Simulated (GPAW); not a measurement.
Consider Ti on a S site (antisite) in TiS.

```xyz
16
Lattice="0.0000 0.0000 -6.4341 -3.2672 -5.6589 0.0000 -6.5343 0.0000 0.0000" Properties=species:S:1:pos:R:3 pbc="T T T"
Ti   -8.1212   -4.5876   -0.0985
Ti   -4.9076   -4.7060   -6.4273
Ti   -8.1189   -4.5880   -3.1236
Ti   -6.6287   -1.9771   -0.0974
Ti   -4.9111   -4.7062   -3.2272
Ti   -3.3678   -1.8304   -6.4174
Ti   -6.6282   -1.9768   -3.1238
Ti   -3.3674   -1.8299   -3.2375
Ti   -5.8368   -0.3941   -4.8265
S    -6.5501   -5.6039   -4.8291
S    -3.2866   -5.6419   -1.6121
S    -1.7044   -2.7919   -4.8276
S    -6.5242   -5.6169   -1.6080
S    -4.9663   -2.8368   -4.8277
S    -1.8062   -2.7301   -1.6107
S    -4.9395   -2.8520   -1.6102
```

Absorber: atom 9, with 4 Ti at 2.45 Å and 2 S at 2.59 Å (6-fold; the defect atom itself). Method: GPAW, LDA, excited-electron core hole (neutral cell), 16-atom cell with 6.4 Å between holes, 3×3×3 k points, dipole transitions, Gaussian full width 0.94 eV up to 4 eV, rising linearly to 3.5 eV at 25 eV.

**Question.** Where do the maxima of the Ti K edge fall?

Main maxima up to 27 eV above the zero (height): 0.5 eV (1.22), 3.1 eV (0.58), 5.2 eV (1.28), 8.0 eV (1.15), 13.7 eV (1.14), 17.3 eV (1.15) and 22.6 eV (1.07). A K edge sees empty p states, which here mix into the lowest empty bands, so that weight starts at the zero. The total-energy difference is 4969.06 eV. One term is added: -22.68 eV, since the hole is spin-paired here and a spin-polarised one costs that much less in the free atom (computed apart). The photon energy is then 4946.38 eV. The tabulated edge of the element is 4966 eV. The functional leaves an error in such absolute values: in the free atom LDA prices this hole 13.2 eV below PBE (computed apart), and PBE is itself good to a few eV.

The Ti K spectrum (energy from the lowest empty level; intensity scaled to a mean of 1 over the first 20 eV):

| E (eV) | isotropic | ε ∥ x | ε ∥ y | ε ∥ z |
| --- | --- | --- | --- | --- |
| -2.0 | 0.00 | 0.00 | 0.00 | 0.00 |
| -1.5 | 0.00 | 0.00 | 0.00 | 0.00 |
| -1.0 | 0.01 | 0.01 | 0.01 | 0.01 |
| -0.5 | 0.17 | 0.08 | 0.22 | 0.20 |
| 0.0 | 0.79 | 0.34 | 0.91 | 1.12 |
| 0.5 | 1.22 | 0.48 | 1.32 | 1.86 |
| 1.0 | 1.07 | 0.46 | 1.12 | 1.64 |
| 1.5 | 0.81 | 0.42 | 0.81 | 1.22 |
| 2.0 | 0.61 | 0.40 | 0.58 | 0.86 |
| 2.5 | 0.55 | 0.43 | 0.58 | 0.63 |
| 3.0 | 0.58 | 0.51 | 0.69 | 0.54 |
| 3.5 | 0.54 | 0.46 | 0.61 | 0.56 |
| 4.0 | 0.59 | 0.42 | 0.48 | 0.88 |
| 4.5 | 0.93 | 0.60 | 0.71 | 1.48 |
| 5.0 | 1.26 | 0.98 | 1.29 | 1.52 |
| 5.5 | 1.20 | 1.11 | 1.44 | 1.06 |
| 6.0 | 1.03 | 1.04 | 1.22 | 0.84 |
| 6.5 | 1.02 | 1.08 | 1.13 | 0.86 |
| 7.0 | 1.10 | 1.20 | 1.18 | 0.92 |
| 7.5 | 1.13 | 1.34 | 1.22 | 0.84 |
| 8.0 | 1.15 | 1.46 | 1.26 | 0.73 |
| 8.5 | 1.10 | 1.38 | 1.19 | 0.74 |
| 9.0 | 1.03 | 1.24 | 1.02 | 0.83 |
| 9.5 | 1.03 | 1.22 | 0.96 | 0.89 |
| 10.0 | 1.07 | 1.30 | 1.01 | 0.89 |
| 10.5 | 1.05 | 1.31 | 1.02 | 0.82 |
| 11.0 | 1.00 | 1.28 | 0.99 | 0.72 |
| 11.5 | 0.97 | 1.25 | 0.99 | 0.66 |
| 12.0 | 0.97 | 1.21 | 1.01 | 0.68 |
| 12.5 | 1.00 | 1.15 | 1.03 | 0.81 |
| 13.0 | 1.07 | 1.12 | 1.07 | 1.02 |
| 13.5 | 1.13 | 1.10 | 1.09 | 1.19 |
| 14.0 | 1.12 | 1.06 | 1.05 | 1.27 |
| 14.5 | 1.05 | 0.95 | 0.93 | 1.28 |
| 15.0 | 0.98 | 0.83 | 0.81 | 1.31 |
| 15.5 | 0.98 | 0.78 | 0.77 | 1.39 |
| 16.0 | 1.03 | 0.82 | 0.81 | 1.46 |
| 16.5 | 1.10 | 0.94 | 0.91 | 1.45 |
| 17.0 | 1.14 | 1.08 | 1.01 | 1.34 |
| 17.5 | 1.14 | 1.20 | 1.09 | 1.14 |
| 18.0 | 1.11 | 1.26 | 1.13 | 0.95 |
| 18.5 | 1.07 | 1.26 | 1.16 | 0.80 |
| 19.0 | 1.04 | 1.21 | 1.16 | 0.74 |
| 19.5 | 1.02 | 1.14 | 1.15 | 0.76 |
| 20.0 | 1.01 | 1.08 | 1.14 | 0.83 |
| 20.5 | 1.02 | 1.04 | 1.12 | 0.90 |
| 21.0 | 1.03 | 1.03 | 1.11 | 0.97 |
| 21.5 | 1.05 | 1.04 | 1.11 | 0.99 |
| 22.0 | 1.07 | 1.08 | 1.14 | 0.99 |
| 22.5 | 1.07 | 1.10 | 1.16 | 0.96 |
| 23.0 | 1.07 | 1.10 | 1.16 | 0.94 |
| 23.5 | 1.05 | 1.08 | 1.14 | 0.92 |
| 24.0 | 1.01 | 1.03 | 1.08 | 0.92 |
| 24.5 | 0.97 | 0.97 | 1.00 | 0.93 |
| 25.0 | 0.93 | 0.91 | 0.93 | 0.93 |
| 25.5 | 0.90 | 0.87 | 0.89 | 0.94 |
| 26.0 | 0.89 | 0.86 | 0.87 | 0.95 |
| 26.5 | 0.91 | 0.86 | 0.89 | 0.96 |
| 27.0 | 0.94 | 0.89 | 0.94 | 0.98 |
| 27.5 | 0.97 | 0.93 | 0.99 | 1.00 |

The cell shows no gap over 0.35 eV; the host's own band filling, the defect's levels or the functional may be the cause. Quadrupole 1s→3d transitions, which feed the pre-edge, are not in the dipole spectrum. The first peak sits at the Fermi energy, where the partly filled level is cut, so its height is uncertain. In so small a cell the defects form an ordered array, and no site is far from one. The holes are only 6.4 Å apart, so the shape is probably not converged with cell size; no larger cell was run here. The mesh is coarse (0.37 Å⁻¹ between points), so small maxima may be mesh ripples.

[Banner, clock and machine lines of the logs are left out without a mark of their own.]

[Logs are printed without paths, hosts, clocks, repeated set-up lines and the standing remarks that a program may print on its own settings, such as how far it seeks lower states.]

[Hosts, paths, dates, database ids (printed as entryN), source tags and the programs' standing remarks are cut or masked in the printed files.]

[Lists of maxima count a maximum above −3 eV only where it reaches 4 % of the highest in the window and stands out from its surroundings by 2 % of it (1.5 % where it reaches 55 %); shoulders and weaker maxima are passed over, and of the rest the first, up to two pre-edge ones and the few strongest are named.]
